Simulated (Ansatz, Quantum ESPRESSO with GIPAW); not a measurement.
# 19F and 23Na NMR of NaF (Villiaumite), calculated

Wanted: NMR shieldings for each site of NaF (Villiaumite).

What was measured: 19F isotropic shift -224.2 ppm, in “NMR parameters in alkali, alkaline earth and rare earth fluorides from first principle calculations” (2011; arXiv:1105.1645). 19F isotropic shift -221 ppm, in “Calculation of NMR parameters in ionic solids by an improved self-consistent embedded cluster method” (Weber et al., Phys. Chem. Chem. Phys. 12, 583, 2010), quoting earlier work. Shifts are on the scales named with the reference lines below. The 23Na shift is 7.2 ppm against aqueous Na+, in “Influence of octahedral polymerization on 23Na and 27Al MAS NMR in alkali fluoroaluminates” (Dirken et al., American Mineralogist 77, 718, 1992).

Calculated with Quantum ESPRESSO with GIPAW 8.0dev (patched build); DFT, PBE, plane-wave PAW (pslibrary 1.0.0 recipes), scalar-relativistic, GIPAW; a patched development version of the program.

### 1. Set-up

The structure is cubic, space group Fm-3m (No. 225). Conventional cell: a = 4.640 Å, b = 4.640 Å, c = 4.640 Å, α = 90.00°, β = 90.00°, γ = 90.00°. Nearest to Na lie 6 F at 2.32 Å. F has 6 Na at 2.32 Å nearest. Farther neighbours and most contacts between anions are not listed.

The cell is an entry of the Crystallography Open Database.

### 2. Ground state

First the ground state. The response equations take the occupied wavefunctions as exact, so conv_thr is set much tighter than for an energy. No empty states are asked for: the response is solved without them. The mesh has a spacing of 0.40 Å⁻¹ at most. The PAW files were made with ld1.x from the pslibrary 1.0.0 recipes, with GIPAW reconstruction switched on (the recipe of F slightly mended, as the packaged one fails to give a sound file).

scf.in

```
&control
  calculation = 'scf'
  prefix = 'x'
  outdir = './tmp/'
  pseudo_dir = './'
/
&system
  ibrav = 0
  nat = 2
  ntyp = 2
  ecutwfc = 75
  ecutrho = 450
  nbnd = 8
/
&electrons
  conv_thr = 1.0d-10
  mixing_beta = 0.7
  electron_maxstep = 100
/
ATOMIC_SPECIES
  Na 22.990 Na.pbe-spn-kjpaw_psl.1.0.0-gipaw.UPF
  F 18.998 F.pbe-n-kjpaw_psl.1.0.0-gipaw.UPF
CELL_PARAMETERS angstrom
  0.00000000 2.32000000 2.32000000
  2.32000000 0.00000000 2.32000000
  2.32000000 2.32000000 0.00000000
ATOMIC_POSITIONS crystal
  Na 0.00000000 0.00000000 0.00000000
  F 0.50000000 0.50000000 0.50000000
K_POINTS automatic
  6 6 6 0 0 0
```

Run with:

```
$ mpirun -np 4 pw.x -nk 4 -in scf.in > scf.out
```

What it wrote:

```text
using ibrav=0 with symmetry is DISCOURAGED, use correct ibrav instead

     bravais-lattice index     =            0
     lattice parameter (alat)  =       6.2001  a.u.
     unit-cell volume          =     168.5352 (a.u.)^3
     number of atoms/cell      =            2
     number of atomic types    =            2
     number of electrons       =        16.00
     number of Kohn-Sham states=            8
     kinetic-energy cutoff     =      75.0000  Ry
     charge density cutoff     =     450.0000  Ry
     scf convergence threshold =      1.0E-10
     mixing beta               =       0.7000
     number of iterations used =            8  plain     mixing
     Exchange-correlation= SLA-PW-PBX-PBC
                           (   1   4   3   4   0   0   0)
[...]
Na                9.00    22.99000     Na( 1.00)
     F                 7.00    18.99800     F ( 1.00)

     48 Sym. Ops., with inversion, found
[...]
number of k points=    16
[...]
Dense  grid:    27317 G-vectors     FFT dimensions: (  45,  45,  45)

     Smooth grid:    14841 G-vectors     FFT dimensions: (  36,  36,  36)

     Initial potential from superposition of free atoms

     starting charge      15.9937, renormalised to      16.0000
     Starting wfcs are    9 randomized atomic wfcs

     Self-consistent Calculation

     iteration #  1     ecut=    75.00 Ry     beta= 0.70
     Davidson diagonalization with overlap
     ethr =  1.00E-02,  avg # of iterations =  1.0

     total energy              =    -168.70594627 Ry
     estimated scf accuracy    <       0.26706890 Ry

     iteration #  2     ecut=    75.00 Ry     beta= 0.70
     Davidson diagonalization with overlap
     ethr =  1.67E-03,  avg # of iterations =  3.7

     total energy              =    -168.79673371 Ry
     estimated scf accuracy    <       0.33535446 Ry

     iteration #  3     ecut=    75.00 Ry     beta= 0.70
     Davidson diagonalization with overlap
     ethr =  1.67E-03,  avg # of iterations =  2.0

     total energy              =    -168.85352093 Ry
     estimated scf accuracy    <       0.00274702 Ry

[...]
total energy              =    -168.85676416 Ry
[...]
iteration # 14     ecut=    75.00 Ry     beta= 0.70
     Davidson diagonalization with overlap
     ethr =  1.35E-11,  avg # of iterations =  2.1

     total energy              =    -168.85676416 Ry
     estimated scf accuracy    <          1.2E-09 Ry

     iteration # 15     ecut=    75.00 Ry     beta= 0.70
     Davidson diagonalization with overlap
     ethr =  7.72E-12,  avg # of iterations =  2.2

     End of self-consistent calculation
     [one-electron energies left out]

!    total energy              =    -168.85676416 Ry
     total all-electron energy =      -524.887916 Ry
     estimated scf accuracy    <          3.1E-11 Ry

     The total energy is the sum of the following terms:
     one-electron contribution =     -86.19687918 Ry
     hartree contribution      =      51.80156044 Ry
     xc contribution           =     -24.49091665 Ry
     ewald contribution        =     -83.63490864 Ry
     one-center paw contrib.   =     -26.33562014 Ry

     convergence has been achieved in  15 iterations
[...]
JOB DONE.
```

Elapsed: 4.3 s, on 4 MPI ranks of Arm Neoverse V1, shared host; peak memory 0.25 GiB.

It converged in 15 cycles to an estimated accuracy of 3e-11 Ry, on 16 irreducible k-points.

### 3. Magnetic response

A uniform field breaks periodicity, so gipaw.x applies it as a wave of small q and takes the limit. It solves for the first-order states, builds the induced current and gets the field at each nucleus by Biot–Savart; the PAW spheres add what the smooth waves miss near the nuclei. pawproj makes the reconstruction use the PAW data sets' own projectors.

nmr.in

```
&inputgipaw
  job = 'nmr'
  prefix = 'x'
  tmp_dir = './tmp/'
  restart_mode = 'from_scratch'
  verbosity = 'low'
  q_gipaw = 0.01
  spline_ps = .true.
  conv_threshold = 1.0d-11
  use_nmr_macroscopic_shape = .false.
  pawproj(1) = .true.
  pawproj(2) = .true.
/
```

Run with:

```
$ mpirun -np 4 gipaw.x -in nmr.in > nmr.out
```

What it wrote:

```text
[banner, memory and clock lines left out]
[a note of our patched build left out]

     Parallelizing q-star over 1 images

     IMPORTANT: XC functional enforced from input :
     Exchange-correlation= PBE
                           (   1   4   3   4   0   0   0)
     Any further DFT definition will be discarded
     Please, verify this is what you really want

[...]
alpha_pv=     94.2177 eV

     spline_ps is .false., expect some extrapolation errors

     q-space interpolation up to    90.00 Rydberg

     GIPAW job: nmr
     NMR macroscopic correction: no
[...]
Computing the magnetic susceptibility     isolve=0    ethr=  0.1000E-10
     Starting from scratch
     k-point #    1 of    16      pool #  1    cpu time:       0.4
[...]
End of magnetic susceptibility calculation

     f-sum rule (1st term):
           -11.9790          0.0000          0.0000
             0.0000        -11.9790          0.0000
             0.0000          0.0000        -11.9790

     f-sum rule (2nd term):
            -0.7604         -0.0000         -0.0000
            -0.0000         -0.7604         -0.0000
            -0.0000         -0.0000         -0.7604

     f-sum rule (should be   -12.7375):
           -12.7394          0.0000          0.0000
             0.0000        -12.7394          0.0000
             0.0000          0.0000        -12.7394

[... susceptibilities left out ...]
     Contributions to the NMR chemical shifts: -------------------------------

     Macroscopic shape contribution in ppm:                    0.00
             0.0000          0.0000          0.0000
             0.0000          0.0000          0.0000
             0.0000          0.0000          0.0000

     Core contribution in ppm:

     Atom  1  Na  pos: (  0.000000  0.000000  0.000000)  core sigma:         377.27
     Atom  2  F   pos: (  0.707107  0.707107  0.707107)  core sigma:         306.42

     Bare contribution in ppm:

     Atom  1  Na  pos: (  0.000000  0.000000  0.000000)  bare sigma:         124.68
[...]
Atom  2  F   pos: (  0.707107  0.707107  0.707107)  bare sigma:         107.65
[...]
Diamagnetic contribution in ppm:

     Atom  1  Na  pos: (  0.000000  0.000000  0.000000)  dia sigma:         108.46
[...]
Atom  2  F   pos: (  0.707107  0.707107  0.707107)  dia sigma:          43.13
[...]
Paramagnetic contribution in ppm:

     Atom  1  Na  pos: (  0.000000  0.000000  0.000000)  para sigma:         598.24
[...]
Atom  2  F   pos: (  0.707107  0.707107  0.707107)  para sigma:         239.23
[...]
Paramagnetic US occ-occ contribution in ppm:

     Atom  1  Na  pos: (  0.000000  0.000000  0.000000)  para_oo sigma:          -2.69
[...]
Atom  2  F   pos: (  0.707107  0.707107  0.707107)  para_oo sigma:          -1.02
[...]
Paramagnetic US L_R Q_R contribution in ppm:

     Atom  1  Na  pos: (  0.000000  0.000000  0.000000)  para_lq sigma:        -669.74
[...]
Atom  2  F   pos: (  0.707107  0.707107  0.707107)  para_lq sigma:        -309.30
[...]
Total NMR chemical shifts in ppm: ---------------------------------------
     (adopting the Simpson convention for anisotropy and asymmetry)-----------

     Atom  1  Na  pos: (  0.000000  0.000000  0.000000)  Total sigma:         536.22
           536.2172         -0.0000          0.0000
            -0.0000        536.2172         -0.0000
            -0.0000         -0.0000        536.2172

     Na      1    anisotropy:     -0.00    eta:    0.0000
[...]
Atom  2  F   pos: (  0.707107  0.707107  0.707107)  Total sigma:         386.10
           386.1013         -0.0000         -0.0000
            -0.0000        386.1013         -0.0000
            -0.0000         -0.0000        386.1013

     F       2    anisotropy:     -0.00    eta:    0.0000
[...]
```

Wall time 31 s (4 MPI ranks); peak memory 0.23 GiB; 2 min of CPU time.

The f-sum rule is met to 0.0019 of 12.7 (0.01 %). Converged shieldings require that this miss be small, but a small miss does not prove them.

From the symmetric part of each tensor, with principal values σ11 ≤ σ22 ≤ σ33: σ_iso is their mean, the span is σ33 − σ11 and the skew 3(σ_iso − σ22)/span. (gipaw.x prints an anisotropy in another convention.)

```tsv
site	atom no.	atoms in cell	σ_iso (ppm)	span (ppm)	skew
Na	1	1	536.2	0.0	-
F	2	1	386.1	0.0	-
```

The macroscopic shape term is switched off. For a spherical sample the valence susceptibility of this run would add about 7 ppm to every site, a rough estimate, since the susceptibility converges slowly and lacks part of the PAW terms. Differences within the crystal don't depend on it, but shieldings of different compounds can't be compared to better than a few ppm without it.

Na and F sit on cubic site symmetry, where the tensor must be isotropic.

How the isotropic values are made up (ppm). The core part is that of the free atom's core; bare is the current of the smooth valence states; the last two are what the PAW spheres add to the diamagnetic and the paramagnetic current:

```tsv
site	core	bare	reconstruction, dia	reconstruction, para
Na	377.3	124.7	108.5	-74.2
F	306.4	107.7	43.1	-71.1
```

The quadrupolar nuclei (23Na) sit on sites where the field gradient vanishes by symmetry, so they have no quadrupolar coupling.

### 4. Sites, surroundings and shifts

A shielding is counted from the bare nucleus and a shift from a reference compound, with the opposite sign. A fitted line does better than one reference, as its slope takes up part of the functional's error.

Shifts follow from reference lines fitted to measured solids with this functional and these files. 19F: δ = (116.8 − σ) / 1.164, zero at CFCl3, fitted to 6 measured values, from BaF2, CdF2, KF, LiF, MgF2 and ZnF2, with a scatter of 6.6 ppm r.m.s. (this compound left out) (CaF2 fall off this line, as semilocal functionals put their cations' empty d or f shells too low, and are left out), on σ without the shape term. Kinds of site that fitted badly were split off after the misses were seen, so the scatter is that of the points kept.

Covalently bonded atoms count as neighbours within 1.18 times the sum of their radii. Otherwise a cation's neighbours lie within 1.2 times its shortest bond (1.3 for large cations, each anion's radius taken off where they differ), and an anion's are the cations that count it.

```tsv
site	atom no.	atoms in cell	surroundings	bonds (Å)	δ_iso (ppm)
Na	1	1	NaF6	2.320	-
F	2	1	bound to Na6	2.320	-231.3
```

Simulated spectrum, 19F MAS at 62.5 kHz, 23.5 T (941.8 MHz), lines broadened by 2 ppm; rigid lattice, with dipolar and J couplings left out: a single narrow line at -231.3 ppm.

### 5. Cost against result

Each row names what was changed: another mesh tests the sampling of the zone; another functional shows how far the paramagnetic term hangs on the exchange-correlation form; another cutoff tests the basis.

Changes of σ_iso (ppm) against the run above (PBE, cutoffs 75 and 450 Ry, mesh 6×6×6, 2.3 min). Times are CPU times of pw.x and gipaw.x together, on 4 MPI ranks of Arm Neoverse V1, shared host; on a shared host they are rough.

```tsv
run	CPU time	f-sum miss	Na	F
mesh 8×8×8	4.2 min	0.0019	+0.0	+0.1
LDA	2.4 min	0.0019	-10.1	-14.1
cutoffs 55 and 330 Ry (coarse on purpose)	87 s	0.013	-2.6	+0.5
mesh 4×4×4 (coarse on purpose)	81 s	0.0058	-0.6	-4.2
Wu-Cohen	2.6 min	0.0018	-1.2	-2.8
```

The largest move is -14.1 ppm, on F, from LDA.

### 6. A bad input

For contrast, the same job on a spoilt input.

Changes to nmr.in since step 3:

```diff
@@ -6,3 +6,3 @@
   verbosity = 'low'
-  q_gipaw = 0.01
+  q_gipaw = 1.0d-05
   spline_ps = .true.
```

What it wrote:

```text
[banner, memory and clock lines left out]
[a note of our patched build left out]

     Parallelizing q-star over 1 images

     IMPORTANT: XC functional enforced from input :
     Exchange-correlation= PBE
                           (   1   4   3   4   0   0   0)
     Any further DFT definition will be discarded
     Please, verify this is what you really want

[...]
alpha_pv=     94.2177 eV

     spline_ps is .false., expect some extrapolation errors

     q-space interpolation up to    90.00 Rydberg

     GIPAW job: nmr
     NMR macroscopic correction: no
[...]
Computing the magnetic susceptibility     isolve=0    ethr=  0.1000E-10
     Starting from scratch
     k-point #    1 of    16      pool #  1    cpu time:       0.4
[...]
End of magnetic susceptibility calculation

     f-sum rule (1st term):
           -11.9790         -0.0000          0.0000
            -0.0000        -11.9790          0.0000
             0.0000          0.0000        -11.9790

     f-sum rule (2nd term):
[...]
Paramagnetic contribution in ppm:

     Atom  1  Na  pos: (  0.000000  0.000000  0.000000)  para sigma:         621.11
[...]
Atom  2  F   pos: (  0.707107  0.707107  0.707107)  para sigma:         264.22
[...]
Paramagnetic US occ-occ contribution in ppm:

     Atom  1  Na  pos: (  0.000000  0.000000  0.000000)  para_oo sigma:          12.30
[...]
Atom  2  F   pos: (  0.707107  0.707107  0.707107)  para_oo sigma:          -2.92
[...]
Paramagnetic US L_R Q_R contribution in ppm:

     Atom  1  Na  pos: (  0.000000  0.000000  0.000000)  para_lq sigma:        -669.74
[...]
Atom  2  F   pos: (  0.707107  0.707107  0.707107)  para_lq sigma:        -309.30
[...]
Total NMR chemical shifts in ppm: ---------------------------------------
     (adopting the Simpson convention for anisotropy and asymmetry)-----------

     Atom  1  Na  pos: (  0.000000  0.000000  0.000000)  Total sigma:         579.10
[...]
Na      1    anisotropy:     -0.00    eta:    0.0000
[...]
Atom  2  F   pos: (  0.707107  0.707107  0.707107)  Total sigma:         414.70
[...]
F       2    anisotropy:     -0.00    eta:    0.0000
[...]
```

Wall time 29 s (4 MPI ranks); peak memory 0.24 GiB.

The run ends without an error, but the fault (a field wave vector far too short) moves σ_iso of Na by +42.9 ppm (both without the shape term); the f-sum rule is missed by 0.0019 electrons. Its numbers are not to be used. The result is a difference divided by q, so numerical noise grows.

### 7. Comparison with the measured values

```tsv
quantity	site	measured	calculated	difference
19F isotropic shift (ppm)	F	-224.2	-231.3	-7.1
19F isotropic shift (ppm)	F	-221	-231.3	-10.3
```

Without a fitted line the measured shift still tests the calculation: for an exact theory σ + δ is one number for all compounds of a nucleus, up to the shape term, which is left out of σ and differs by some ppm between compounds.

```tsv
nucleus, site	σ_iso (ppm)	measured δ (ppm)	σ + δ (ppm)	σ + δ of other compounds, same level
23Na, Na	536.2	7.2	543.4	NaCl 545.4, NaI 538.5
```

### 8. What came out

```
19F shift                         : -231.3 ppm
23Na shielding without shape term : 536.2 ppm
```

19F has one site (bound to Na6), with isotropic shift -231.3 ppm. For 23Na, σ + δ is 543.4 ppm here and 542.0 ppm on average over 2 other sites: with that reference and slope one the shift would be off by -1.4 ppm. Verdict on the shifts: 19F good, missed by 10.3 ppm at most, 1.6 times the scatter of its line. Going to mesh 8×8×8 changes no isotropic shielding by more than 0.14 ppm, so the main run is converged in that respect. A higher cutoff was not carried through on these files. The cheaper run with cutoffs 55 and 330 Ry takes about 60 % of the time and is off by 0.51 ppm on F, and by 2.7 ppm at most. The largest change with the functional is 14.1 ppm in absolute shielding; part of that drops out once each functional has its own reference line. This build of gipaw.x prints that it is not audited and that its numbers are no references by themselves. It also reports spline_ps as false although the input sets it; why was not traced.

[Banner, clock, file and message-heading lines were taken out of the pw.x and gipaw.x logs.]

[Logs are printed without paths, hosts, clocks, repeated set-up lines and the standing remarks that a program may print on its own settings, such as how far it seeks lower states.]

[Hosts, paths, dates, database ids (printed as entryN), source tags and the programs' standing remarks are cut or masked in the printed files.]

[Where no reference line passes its bar on scatter, no shift is given, so a measured shift of this compound may stand uncompared.]
